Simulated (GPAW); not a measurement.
# Dielectric function and optical constants of BaTiO3, part 2 of 2

Wanted: where BaTiO3 starts to absorb, how strongly, and its refractive index.

GPAW 26.7.0; DFT, PBE, plane-wave PAW (GPAW data sets), scalar-relativistic, RPA, optical limit.

So far. Step 2 (Ground state): There is a gap, 1.78 eV on this mesh (points off the mesh can give less), so no carriers' term is needed.

## 4. Dielectric function, RPA

Local fields let the induced charge screen the field inside the cell, which as a rule lowers ε, most along directions where the density is uneven.

This step: DFT, PBE, plane-wave PAW (GPAW data sets), scalar-relativistic, RPA, optical limit (GPAW 26.7.0).

Input file df.py:

```python
from gpaw.response.df import DielectricFunction

df = DielectricFunction('full.gpw', frequencies={'type': 'nonlinear', 'domega0': 0.03, 'omega2': 8},
                        ecut=50,
                        eta=0.15,
                        nbands=51,
                        txt='df.txt')
for direction in ['x']:
    df.get_dielectric_function(xc='RPA', direction=direction, filename=f'df_{direction}.csv')
```

On the command line:

```sh
> OMP_NUM_THREADS=1 python df.py
```

Numbers of over 12 decimals in the logs are rounded to 6 here.

Log:

```text
Using integrator: PointIntegrator
NonLinearFrequencyDescriptor(from 0.000 to 88.070 eV, 529 points)
Nonperiodic BCs:  [False False False]
Using integrator: PointIntegrator
NonLinearFrequencyDescriptor(from 0.000 to 88.070 eV, 529 points)
Nonperiodic BCs:  [False False False]

Calculating chi0 body with:
    Ground state adapter containing:
    Number of spins: 1
    Number of kpoints: 343
    Number of irreducible kpoints: 20
    Number of completely occupied states: 20
    Number of partially occupied states: 20

    Linear response parametrization:
    q_c: [0.0, 0.0, 0.0]
    Number of frequency points: 529
    Planewave cutoff: 50.0
    Number of bands: 51
    Number of planewaves: 57
    Broadening (eta): 0.15

Integrating chi0 body.

Symmetries of q_c:
    Direct symmetries (Uq -> q): 48
    Indirect symmetries (TUq -> q): 0
In total 48 allowed symmetries.

20 groups of equivalent kpoints. 94.169096% reduction.

Integral kind: spectral function

Calculating chi0 optical extensions with:
    Ground state adapter containing:
    Number of spins: 1
    Number of kpoints: 343
    Number of irreducible kpoints: 20
    Number of completely occupied states: 20
    Number of partially occupied states: 20

    Linear response parametrization:
    Number of frequency points: 529
    Planewave cutoff: 50.0
    Number of bands: 51
    Number of planewaves: 57
    Broadening (eta): 0.15
Integrating chi0 head and wings.

Symmetries of q_c:
    Direct symmetries (Uq -> q): 48
    Indirect symmetries (TUq -> q): 0
In total 48 allowed symmetries.

20 groups of equivalent kpoints. 94.169096% reduction.

Integral kind: spectral function wings
```

Elapsed: 8.6 s, on 1 thread of Arm Neoverse V2, shared host; peak memory 0.35 GiB.

Read-outs, printed or worked out from the files:

| Property | Result |
| --- | --- |
| electronic dielectric constant ε∞, mean over x, y and z (by symmetry where fewer were run) | 6.115 |

Some rows of df_x.csv (energy; Re and Im without local fields; Re and Im with them):

```text
0.000000, 6.350966, -0.000000, 6.114931, -0.000000
0.429336, 6.397471, 0.033398, 6.159226, 0.031796
0.878195, 6.557627, 0.077572, 6.311566, 0.073690
1.347938, 6.904689, 0.159994, 6.640613, 0.151288
1.840057, 7.653872, 0.567744, 7.347038, 0.532386
2.356191, 8.252224, 1.481284, 7.908305, 1.369797
2.898142, 8.549902, 3.228903, 8.246030, 2.964691
3.467895, 6.854643, 5.770030, 6.854943, 5.443825
4.067647, 4.799914, 7.850209, 5.169587, 7.632742
4.699832, 1.503141, 4.169209, 1.440847, 4.406340
5.367152, 2.266393, 2.599847, 2.098617, 2.793664
6.072622, 3.640339, 3.178172, 3.429582, 3.307214
6.819608, 4.257442, 3.646388, 4.003414, 3.744336
7.611886, 2.804157, 3.732801, 2.277749, 3.806876
8.453705, 2.834802, 4.159741, 2.233164, 4.033300
9.349861, 1.166621, 4.533465, 0.826398, 4.166417
10.305790, 0.030365, 4.250183, -0.001153, 3.807871
11.327680, -0.264153, 2.413936, -0.333140, 2.312166
12.422601, 0.200384, 1.336610, -0.091277, 1.263065
13.598673, 0.919743, 0.732736, 0.536492, 0.671339
```

Sum at mesh points, not converged in k; values under the direct gap are tails of Lorentzian lines. Table of Im ε, E ∥ x by photon energy; read off at these points:

photon energy (eV), Im ε, E ∥ x and a bar:
```
     0.00       0.00 
     0.50       0.04 
     1.00       0.09 
     1.50       0.20 #
     2.00       0.86 ###
     2.50       1.67 #######
     3.00       3.22 #############
     3.50       5.37 #####################
     4.00       7.33 #############################
     4.07       7.63 ##############################
     4.50       5.98 ########################
     5.00       3.79 ###############
     5.50       2.45 ##########
     6.00       3.28 #############
     6.50       3.18 #############
     7.00       4.69 ##################
     7.10       4.99 ####################
     7.50       4.10 ################
     8.00       4.63 ##################
     8.50       4.22 #################
     8.64       4.72 ###################
     9.00       3.94 ###############
     9.50       3.89 ###############
    10.00       3.72 ###############
    10.50       3.46 ##############
    11.00       2.63 ##########
    11.50       2.22 #########
    12.00       1.85 #######
    12.50       1.29 #####
    13.00       0.91 ####
    13.50       0.68 ###
```

Sum at mesh points, not converged in k. The reflectivity at normal incidence, E ∥ x by photon energy; read off at these points:

```
photon energy (eV)  reflectivity at normal incidence, E ∥ x (%)
             0.000                                         18.0
             0.250                                         18.0
             0.500                                         18.2
             0.750                                         18.4
             1.000                                         18.7
             1.250                                         19.2
             1.500                                         19.9
             1.750                                         20.9
             2.000                                         21.8
             2.250                                         22.4
             2.500                                         23.5
             2.750                                         24.6
             3.000                                         25.5
             3.250                                         27.3
             3.500                                         26.8
             3.750                                         26.6
             4.000                                         30.7
             4.068                                         31.1
             4.250                                         29.8
             4.500                                         28.5
             4.750                                         21.4
             5.000                                         19.2
             5.250                                         18.2
             5.500                                         13.3
             5.750                                         15.1
             6.000                                         17.5
             6.250                                         17.9
             6.500                                         16.8
             6.750                                         18.6
             7.000                                         22.7
             7.250                                         22.0
             7.500                                         20.8
             7.750                                         19.2
             8.000                                         23.3
             8.250                                         20.5
             8.500                                         21.3
             8.704                                         24.8
             8.750                                         24.8
             9.000                                         22.2
             9.250                                         23.9
             9.416                                         24.7
             9.500                                         24.4
             9.750                                         22.0
            10.000                                         22.7
            10.250                                         26.6
            10.500                                         28.3
            10.750                                         26.5
            11.000                                         25.3
            11.250                                         25.3
            11.500                                         23.1
            11.750                                         23.8
            12.000                                         25.4
            12.250                                         24.7
            12.500                                         17.6
            12.750                                         20.2
            13.000                                         12.4
            13.250                                         11.8
            13.500                                         6.94
            13.750                                         3.80
```

Sum at mesh points, not converged in k; values under the direct gap are tails of Lorentzian lines. Table of loss function −Im 1/ε at q → 0, E ∥ x by energy loss; read off at these points:

```
energy loss (eV)  loss function −Im 1/ε at q → 0, E ∥ x
           0.000                                      0
           0.250                                 4.8e-4
           0.500                                 9.8e-4
           0.750                                0.00153
           1.000                                0.00218
           1.250                                0.00301
           1.500                                0.00430
           1.750                                0.00735
           2.000                                 0.0151
           2.250                                 0.0175
           2.500                                 0.0249
           2.750                                 0.0320
           3.000                                 0.0411
           3.250                                 0.0509
           3.500                                 0.0736
           3.750                                 0.0698
           4.000                                 0.0806
           4.250                                  0.114
           4.500                                  0.152
           4.750                                  0.216
           5.000                                  0.178
           5.250                                  0.217
           5.318                                  0.231
           5.500                                  0.180
           5.750                                  0.152
           6.000                                  0.139
           6.250                                  0.146
           6.500                                  0.156
           6.750                                  0.126
           7.000                                  0.130
           7.250                                  0.175
           7.500                                  0.187
           7.750                                  0.178
           8.000                                  0.180
           8.250                                  0.203
           8.500                                  0.184
           8.750                                  0.202
           9.000                                  0.233
           9.250                                  0.223
           9.500                                  0.252
           9.750                                  0.271
          10.000                                  0.258
          10.250                                  0.255
          10.500                                  0.286
          10.750                                  0.347
          11.000                                  0.376
          11.250                                  0.400
          11.500                                  0.446
          11.750                                  0.468
          12.000                                  0.515
          12.250                                  0.655
          12.500                                  0.773
          12.750                                  0.828
          12.916                                   1.07
          13.000                                   1.05
          13.250                                  0.996
          13.425                                   1.14
          13.500                                   1.04
          13.750                                  0.777
```

Sum at mesh points, not converged in k; values under the direct gap are tails of Lorentzian lines. The Im ε, E ∥ x by photon energy; read off at these points:

```
photon energy (eV)  without local fields  with local fields
              0.00                     0                  0
              0.50                0.0394             0.0375
              1.00                0.0934             0.0886
              1.50                 0.211              0.199
              2.00                 0.917              0.858
              2.50                  1.82               1.67
              3.00                  3.51               3.22
              3.43                  5.80               5.44
              3.50                  5.67               5.37
              4.00                  7.67               7.33
              4.07                  7.84               7.63
              4.50                  5.66               5.98
              5.00                  3.64               3.79
              5.50                  2.30               2.45
              6.00                  3.15               3.28
              6.50                  3.04               3.18
              7.00                  4.53               4.69
              7.10                  4.77               4.99
              7.50                  3.96               4.10
              8.00                  4.71               4.63
              8.50                  4.40               4.22
              8.64                  5.01               4.72
              9.00                  4.18               3.94
              9.50                  4.22               3.89
             10.00                  4.13               3.72
             10.50                  3.69               3.46
             11.00                  2.79               2.63
             11.50                  2.31               2.22
             12.00                  1.84               1.85
             12.50                  1.38               1.29
             13.00                 0.975              0.910
             13.50                 0.746              0.684
```

At chosen wavelengths:

```
wavelength (nm)     n      k  R (%)     1/α
           1550  2.51  0.013   18.4  9.5 µm
            800  2.62  0.042   20.1  1.5 µm
            633  2.73  0.142   21.7  355 nm
            450  2.90  0.410   24.6   87 nm
            405  2.94  0.584   25.9   55 nm
            365  2.88  0.937   27.7   31 nm
            308  2.76  1.360   31.0   18 nm
```

Below the direct gap, k and the depth come from the tails of the Lorentzian lines, not from transitions.

Rows near the edge hang on the gap, which this functional as a rule makes too small, and phonon-assisted absorption is left out.

## 5. Summary of results

| Quantity | Value |
| --- | --- |
| electronic dielectric constant ε∞, mean over x, y and z (by symmetry where fewer were run) (RPA) | 6.11 |

What this shows: At this level (PBE, RPA) BaTiO3 has ε∞ = 6.11 and n = 2.51 at 1550 nm. On the mesh the gap is 1.84 eV and the least direct gap 1.92 eV, so on this mesh the band edges lie at different points. Local fields change the static value along x from 6.35 to 6.11 (-4 %). Excitons and phonon-assisted transitions are missing; PBE gaps are as a rule too small, which pulls the onset down and ε∞ up. Spin-orbit coupling is left out although heavy atoms are present. In this version of GPAW the matrix elements of the optical limit are incomplete, which can lower ε − 1 by up to a tenth where first-row anions or d states rule, and shift it by more in d metals. The sum runs over mesh points 0.22 Å⁻¹ apart with no interpolation, so peaks are partly noise of the mesh and static values carry its error.

[Machine, clock and banner lines and Python warnings are left out of the logs.]

[Logs are printed without paths, hosts, clocks, repeated set-up lines and the standing remarks that a program may print on its own settings, such as how far it seeks lower states.]

[Hosts, paths, dates, database ids (printed as entryN), source tags and the programs' standing remarks are cut or masked in the printed files.]
